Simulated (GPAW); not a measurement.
Consider wurtzite (ZnO)1-x(CdO)x, x = 0.875.

```xyz
16
Lattice="7.2175 0.0000 0.0000 0.0000 6.2505 0.0000 0.0000 0.0000 5.7784" Properties=species:S:1:pos:R:3 pbc="T T T"
Cd    7.2150    0.0595    5.7734
O     7.2083    2.0815    0.8923
Zn    0.0034    2.0826    2.8842
O     0.0087    0.1859    3.5383
Cd    1.7450    3.1000    0.0011
O     1.7792    5.2021    0.6695
Cd    1.7622    5.1967    2.8987
O     1.6571    3.0445    3.5300
Cd    3.6039    0.0010    0.0097
O     3.6016    2.1068    0.6736
Cd    3.6141    2.0956    2.9075
O     3.6162    6.2188    3.5544
Cd    5.4521    3.1038    5.7781
O     5.4324    5.2057    0.6688
Cd    5.4728    5.2018    2.8966
O     5.5676    3.0479    3.5313
```

Absorber: atom 2, with 1 Zn at 1.99 Å and 3 Cd at 2.21 Å (distorted tetrahedral). Method: GPAW, LDA, excited-electron core hole (neutral cell), 16-atom cell with 5.8 Å between holes, 4×4×4 k points, dipole transitions, Gaussian full width 0.9 eV up to 4 eV, rising linearly to 3.5 eV at 25 eV.

Question: What does the O K edge look like?

Main maxima up to 24 eV above the zero (height): 4.6 eV (2.84), 7.0 eV (1.04), 9.3 eV (1.14) and 20.7 eV (1.23). A K edge sees empty p states on the absorber. The total-energy difference is 533.27 eV. One term is added: -8.83 eV, since the hole is spin-paired here and a spin-polarised one costs that much less in the free atom (computed apart). The photon energy is then 524.44 eV. The functional leaves an error in such absolute values: in the free atom LDA prices this hole 4.1 eV below PBE (computed apart), and PBE is itself good to a few eV.

The O K spectrum (energy from the lowest empty level; intensity scaled to a mean of 1 over the first 20 eV):

| E (eV) | isotropic | ε ∥ x | ε ∥ y | ε ∥ z |
| --- | --- | --- | --- | --- |
| -2.00 | 0.00 | 0.00 | 0.00 | 0.00 |
| -1.25 | 0.00 | 0.00 | 0.00 | 0.00 |
| -0.50 | 0.04 | 0.05 | 0.04 | 0.04 |
| 0.25 | 0.40 | 0.38 | 0.40 | 0.43 |
| 1.00 | 0.76 | 0.81 | 0.69 | 0.78 |
| 1.75 | 1.08 | 1.16 | 1.17 | 0.91 |
| 2.50 | 1.28 | 1.48 | 1.34 | 1.01 |
| 3.25 | 1.55 | 1.51 | 1.85 | 1.28 |
| 4.00 | 2.17 | 2.21 | 2.15 | 2.15 |
| 4.75 | 2.80 | 2.55 | 2.28 | 3.55 |
| 5.50 | 1.55 | 1.33 | 1.45 | 1.87 |
| 6.25 | 0.91 | 0.66 | 0.91 | 1.17 |
| 7.00 | 1.04 | 0.76 | 0.87 | 1.48 |
| 7.75 | 0.95 | 0.91 | 0.80 | 1.15 |
| 8.50 | 1.02 | 1.12 | 0.96 | 0.98 |
| 9.25 | 1.13 | 1.23 | 1.20 | 0.97 |
| 10.00 | 1.01 | 1.04 | 1.11 | 0.89 |
| 10.75 | 0.71 | 0.67 | 0.67 | 0.80 |
| 11.50 | 0.51 | 0.43 | 0.39 | 0.71 |
| 12.25 | 0.40 | 0.31 | 0.29 | 0.61 |
| 13.00 | 0.35 | 0.25 | 0.26 | 0.55 |
| 13.75 | 0.36 | 0.26 | 0.30 | 0.53 |
| 14.50 | 0.44 | 0.36 | 0.41 | 0.53 |
| 15.25 | 0.58 | 0.53 | 0.57 | 0.64 |
| 16.00 | 0.74 | 0.71 | 0.73 | 0.78 |
| 16.75 | 0.85 | 0.86 | 0.86 | 0.85 |
| 17.50 | 0.94 | 1.00 | 0.98 | 0.85 |
| 18.25 | 1.03 | 1.14 | 1.09 | 0.84 |
| 19.00 | 1.12 | 1.27 | 1.20 | 0.88 |
| 19.75 | 1.19 | 1.32 | 1.26 | 0.99 |
| 20.50 | 1.23 | 1.29 | 1.26 | 1.13 |
| 21.25 | 1.22 | 1.21 | 1.21 | 1.22 |
| 22.00 | 1.15 | 1.12 | 1.14 | 1.20 |
| 22.75 | 1.04 | 1.01 | 1.04 | 1.06 |
| 23.50 | 0.89 | 0.89 | 0.90 | 0.87 |
| 24.25 | 0.75 | 0.76 | 0.77 | 0.71 |
| 25.00 | 0.64 | 0.66 | 0.66 | 0.62 |
| 25.75 | 0.60 | 0.60 | 0.60 | 0.59 |
| 26.50 | 0.61 | 0.60 | 0.60 | 0.62 |
| 27.25 | 0.66 | 0.64 | 0.64 | 0.68 |
| 28.00 | 0.73 | 0.70 | 0.71 | 0.76 |
| 28.75 | 0.80 | 0.77 | 0.79 | 0.84 |
| 29.50 | 0.86 | 0.83 | 0.85 | 0.91 |

The cell shows no gap over 0.35 eV; the host's own band filling, the defect's levels or the functional may be the cause. The holes are only 5.8 Å apart, so the shape is probably not converged with cell size; no larger cell was run here. The mesh is coarse (0.27 Å⁻¹ between points), so small maxima may be mesh ripples. Lifetime broadening is put in by hand, and intensities beyond about 20 eV depend on it and on the partial waves.

[Banner, clock and machine lines of the logs are left out without a mark of their own.]

[Logs are printed without paths, hosts, clocks, repeated set-up lines and the standing remarks that a program may print on its own settings, such as how far it seeks lower states.]

[Hosts, paths, dates, database ids (printed as entryN), source tags and the programs' standing remarks are cut or masked in the printed files.]

[Lists of maxima count a maximum above −3 eV only where it reaches 4 % of the highest in the window and stands out from its surroundings by 2 % of it (1.5 % where it reaches 55 %); shoulders and weaker maxima are passed over, and of the rest the first, up to two pre-edge ones and the few strongest are named.]
